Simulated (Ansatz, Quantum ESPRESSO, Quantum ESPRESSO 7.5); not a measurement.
**Evanescent states of KBr, rock salt type, lattice constant set to 6.796 Å**

Wanted: the complex band structure of KBr, rock salt type, lattice constant set to 6.796 Å, as for a tunnel barrier.

Main program and level: Quantum ESPRESSO 7.5; plane-wave DFT, LDA, PseudoDojo norm-conserving pseudopotentials (cross-check by Ansatz 0.2.0 with PAW datasets).

### 1. The structure

The structure is cubic, space group Fm-3m (No. 225). The conventional cell has a = 6.796 Å, b = 6.796 Å, c = 6.796 Å, α = 90.00°, β = 90.00°, γ = 90.00°. K has 6 Br at 3.40 Å nearest. Nearest to Br lie 6 K at 3.40 Å. Farther neighbours and most contacts between anions are not listed.

### 2. SCF with pw.x

pwcond needs a cell whose third axis lies along the current and stands perpendicular to the other two.

scf.in

```
&control
  prefix = 'scf'
  outdir = './out'
  pseudo_dir = './pseudo'
  calculation = 'scf'
  tprnfor = .true.
/
&system
  ibrav = 0
  nat = 4
  ntyp = 2
  ecutwfc = 66
  ecutrho = 264
  occupations = 'fixed'
  nbnd = 20
/
&electrons
  conv_thr = 1e-09
  mixing_beta = 0.6
  electron_maxstep = 120
/
ATOMIC_SPECIES
  K   39.0983  K.dojo-sr-lda-0.4.1-standard.upf
  Br  79.9040  Br.dojo-sr-lda-0.4.1-standard.upf
CELL_PARAMETERS angstrom
  4.80549768494378 0.00000000000000 0.00000000000000
  0.00000000000000 4.80549768494378 0.00000000000000
  0.00000000000000 0.00000000000000 6.79600000000000
ATOMIC_POSITIONS crystal
  K   0.000000000000 0.000000000000 0.000000000000
  Br  0.500000000000 0.500000000000 0.000000000000
  K   0.500000000000 0.500000000000 0.500000000000
  Br  0.000000000000 0.000000000000 0.500000000000
K_POINTS automatic
  6 6 4 0 0 0
```

Launch:

```console
OMP_NUM_THREADS=1 mpirun -n 2 pw.x -nk 2 -in scf.in > scf.out
```

Output:

```text
Program PWSCF v.7.5 starts
[citation notice left out]

     Parallel version (MPI & OpenMP), running on       2 processor cores
     Number of MPI processes:                 2
     Threads/MPI process:                     1

     MPI processes distributed on     1 nodes
[...]
Current dimensions of program PWSCF are:
     Max number of different atomic species (ntypx) = 10
     Max number of k-points (npk) =  40000
     Max angular momentum in pseudopotentials (lmaxx) =  4
     Found identity + ( -0.5000 -0.5000 -0.5000) symmetry
     This is a supercell, fractional translations are disabled
     Message from routine setup:
     using ibrav=0 with symmetry is DISCOURAGED, use correct ibrav instead

     K-points division:     npool     =       2
     Subspace diagonalization in iterative solution of the eigenvalue problem:
     a serial algorithm will be used

     G-vector sticks info
     --------------------
     sticks:   dense  smooth     PW     G-vecs:    dense   smooth      PW
     Sum        1741    1741    497                76751    76751   11691

     Using Slab Decomposition

     bravais-lattice index     =            0
     lattice parameter (alat)  =       9.0811  a.u.
     unit-cell volume          =    1059.0750 (a.u.)^3
     number of atoms/cell      =            4
     number of atomic types    =            2
     number of electrons       =        32.00
     number of Kohn-Sham states=           20
     kinetic-energy cutoff     =      66.0000  Ry
     charge density cutoff     =     264.0000  Ry
     scf convergence threshold =      1.0E-09
     mixing beta               =       0.6000
     number of iterations used =            8  plain     mixing
     Exchange-correlation= SLA  PW   NOGX NOGC
                           (   1   4   0   0   0   0   0)

     celldm(1)=   9.081075  celldm(2)=   0.000000  celldm(3)=   0.000000
     celldm(4)=   0.000000  celldm(5)=   0.000000  celldm(6)=   0.000000

     crystal axes: (cart. coord. in units of alat)
               a(1) = (   1.000000   0.000000   0.000000 )
               a(2) = (   0.000000   1.000000   0.000000 )
               a(3) = (   0.000000   0.000000   1.414214 )

     reciprocal axes: (cart. coord. in units 2 pi/alat)
               b(1) = (  1.000000  0.000000  0.000000 )
               b(2) = (  0.000000  1.000000  0.000000 )
               b(3) = (  0.000000  0.000000  0.707107 )

     PseudoPot. # 1 for K  read from file:
     ./pseudo/K.dojo-sr-lda-0.4.1-standard.upf
     Pseudo is Norm-conserving + core correction, Zval =  9.0
     Generated using ONCVPSP code by D. R. Hamann
     Using radial grid of 2170 points,  6 beta functions with:
                l(1) =   0
                l(2) =   0
                l(3) =   1
                l(4) =   1
                l(5) =   2
                l(6) =   2

     PseudoPot. # 2 for Br read from file:
     ./pseudo/Br.dojo-sr-lda-0.4.1-standard.upf
     Pseudo is Norm-conserving + core correction, Zval =  7.0
     Generated using ONCVPSP code by D. R. Hamann
     Using radial grid of 1084 points,  6 beta functions with:
                l(1) =   0
                l(2) =   0
                l(3) =   1
                l(4) =   1
                l(5) =   2
                l(6) =   2

     atomic species   valence    mass     pseudopotential
     K                 9.00    39.09830     K ( 1.00)
     Br                7.00    79.90400     Br( 1.00)

     16 Sym. Ops., with inversion, found

   Cartesian axes

     site n.     atom                  positions (alat units)
         1        K      tau(   1) = (   0.0000000   0.0000000   0.0000000  )
         2        Br     tau(   2) = (   0.5000000   0.5000000   0.0000000  )
         3        K      tau(   3) = (   0.5000000   0.5000000   0.7071068  )
         4        Br     tau(   4) = (   0.0000000   0.0000000   0.7071068  )

     number of k points=    30
                       cart. coord. in units 2pi/alat
        k(    1) = (   0.0000000   0.0000000   0.0000000), wk =   0.0138889
        k(    2) = (   0.0000000   0.0000000   0.1767767), wk =   0.0277778
        k(    3) = (   0.0000000   0.0000000  -0.3535534), wk =   0.0138889
        k(    4) = (   0.0000000   0.1666667   0.0000000), wk =   0.0555556
        k(    5) = (   0.0000000   0.1666667   0.1767767), wk =   0.1111111
        k(    6) = (   0.0000000   0.1666667  -0.3535534), wk =   0.0555556
        k(    7) = (   0.0000000   0.3333333   0.0000000), wk =   0.0555556
        k(    8) = (   0.0000000   0.3333333   0.1767767), wk =   0.1111111
        k(    9) = (   0.0000000   0.3333333  -0.3535534), wk =   0.0555556
        k(   10) = (   0.0000000  -0.5000000   0.0000000), wk =   0.0277778
[...]
k(   30) = (  -0.5000000  -0.5000000  -0.3535534), wk =   0.0138889

     Dense  grid:    76751 G-vectors     FFT dimensions: (  48,  48,  72)

     Estimated max dynamical RAM per process >     117.41 MB

     Estimated total dynamical RAM >     216.08 MB

     Initial potential from superposition of free atoms

     starting charge      31.9678, renormalised to      32.0000
     Starting wfcs are   18 randomized atomic wfcs +    2 random wfcs

     total cpu time spent up to now is        2.5 secs

     per-process dynamical memory:    95.0 Mb

     Self-consistent Calculation

     iteration #  1     ecut=    66.00 Ry     beta= 0.60
     Davidson diagonalization with overlap
     ethr =  1.00E-02,  avg # of iterations =  5.9

     Threshold (ethr) on eigenvalues was too large:
     Diagonalizing with lowered threshold

     Davidson diagonalization with overlap
     ethr =  3.03E-04,  avg # of iterations =  3.8

     total cpu time spent up to now is       10.8 secs

     total energy              =    -183.28660752 Ry
     estimated scf accuracy    <       0.09258372 Ry

     iteration #  2     ecut=    66.00 Ry     beta= 0.60
[...]
total energy              =    -183.31183402 Ry
     estimated scf accuracy    <       0.01021076 Ry

     iteration #  3     ecut=    66.00 Ry     beta= 0.60
[...]
total energy              =    -183.31421966 Ry
     estimated scf accuracy    <       0.00065324 Ry

     iteration #  4     ecut=    66.00 Ry     beta= 0.60
[...]
c_bands:  1 eigenvalues not converged
[...]
total energy              =    -183.31440458 Ry
     estimated scf accuracy    <       0.00002174 Ry

     iteration #  5     ecut=    66.00 Ry     beta= 0.60
[...]
total energy              =    -183.31441244 Ry
     estimated scf accuracy    <       0.00000104 Ry

     iteration #  6     ecut=    66.00 Ry     beta= 0.60
[...]
total energy              =    -183.31441282 Ry
     estimated scf accuracy    <       0.00000020 Ry

     iteration #  7     ecut=    66.00 Ry     beta= 0.60
[...]
total energy              =    -183.31441282 Ry
     estimated scf accuracy    <       0.00000004 Ry

     iteration #  8     ecut=    66.00 Ry     beta= 0.60
[...]
End of self-consistent calculation

          k = 0.0000 0.0000 0.0000 (  9613 PWs)   bands (ev):

   -27.3773 -27.3723 -11.9989 -11.9222 -11.1098 -11.0687 -11.0687 -11.0414
   -11.0414 -11.0414  -0.4888   0.0052   0.0052   0.2713   0.2713   0.2714
     4.0935   5.9249   6.8204   7.6027

          k = 0.0000 0.0000 0.1768 (  9629 PWs)   bands (ev):

   -27.3765 -27.3730 -12.0224 -11.9728 -11.0646 -11.0646 -11.0478 -11.0453
   -11.0453 -11.0043  -0.4965   0.0022   0.0366   0.0366   0.2237   0.2237
     4.5631   6.0906   6.4354   7.2151

          k = 0.0000 0.0000-0.3536 (  9602 PWs)   bands (ev):

   -27.3748 -27.3748 -12.0311 -12.0311 -11.0549 -11.0549 -11.0549 -11.0549
   -10.9799 -10.9799  -0.3719  -0.3719   0.1222   0.1222   0.1222   0.1222
     5.5139   5.5139   6.5621   6.5622

          k = 0.0000 0.1667 0.0000 (  9619 PWs)   bands (ev):

   -27.3766 -27.3723 -12.0236 -11.9600 -11.1043 -11.0647 -11.0450 -11.0410
   -11.0277 -11.0069  -0.4375  -0.1623  -0.0112   0.0313   0.2155   0.2253
     4.5266   6.2368   7.2457   7.4109

          k = 0.0000 0.1667 0.1768 (  9593 PWs)   bands (ev):

   -27.3760 -27.3729 -12.0469 -12.0055 -11.0734 -11.0612 -11.0445 -11.0427
   -10.9981 -10.9757  -0.5031  -0.1722  -0.0830   0.0152   0.1663   0.1747
     4.9319   6.3531   6.8063   7.3442

          k = 0.0000 0.1667-0.3536 (  9594 PWs)   bands (ev):

   -27.3744 -27.3744 -12.0577 -12.0577 -11.0528 -11.0528 -11.0516 -11.0516
   -10.9492 -10.9492  -0.4579  -0.4579   0.0458   0.0458   0.0878   0.0878
     5.7921   5.7921   6.8485   6.8485

[...]
highest occupied, lowest unoccupied level (ev):     0.2714    4.0935

!    total energy              =    -183.31441283 Ry
     estimated scf accuracy    <          3.8E-10 Ry

     The total energy is the sum of the following terms:
     one-electron contribution =     -63.80034469 Ry
     hartree contribution      =      40.26687822 Ry
     xc contribution           =     -45.57671560 Ry
     ewald contribution        =    -114.20423076 Ry

     convergence has been achieved in   8 iterations

     Forces acting on atoms (cartesian axes, Ry/au):

     atom    1 type  1   force =     0.00000000    0.00000000    0.00000000
     atom    2 type  2   force =     0.00000000    0.00000000    0.00000000
     atom    3 type  1   force =     0.00000000    0.00000000    0.00000000
     atom    4 type  2   force =     0.00000000    0.00000000    0.00000000

     Total force =     0.000000     Total SCF correction =     0.000000

[...]
=------------------------------------------------------------------------------=
   JOB DONE.
=------------------------------------------------------------------------------=
```

Run time: 43 s. Hardware: 2 MPI ranks of Intel Xeon Platinum 8488C (Sapphire Rapids), shared host; peak memory 0.32 GiB; 85 s of CPU time.

Read from the output:

```
free energy                          : -2494.1196 eV
valence top, on the run's zero       : 0.2714 eV
conduction bottom, on the run's zero : 4.093 eV
gap by band count                    : 3.822 eV
```

The program's own clock; routines nest. Time by routine:

```
     routine  wall time (s)  calls
       PWSCF          42.09      1
   electrons          38.86      1
     c_bands          33.89      9
     cegterg          23.35    135
       h_psi          20.24    781
    vloc_psi          16.01    781
        fftw          14.84  17954
    sum_band           4.71      9
    init_run           2.48      1
      calbec           2.35    841
h_psi:calbec           2.12    781
  add_vuspsi            1.8    781
     wfcinit           1.69      1
   init_us_2           1.59    300
```

The run needed 8 iterations to bring the estimated error under 1e-09 Ry.

(Continued in part 2 of 4.)

[Logs are printed without paths, hosts, clocks, repeated set-up lines and the standing remarks that a program may print on its own settings, such as how far it seeks lower states.]

[Hosts, paths, dates, database ids (printed as entryN), source tags and the programs' standing remarks are cut or masked in the printed files.]

[Maps of the electrostatic potential energy from Ansatz leave out the sawtooth potential of an applied field or a dipole correction, so their vacuum need not be flat; planar profiles and work functions include it.]
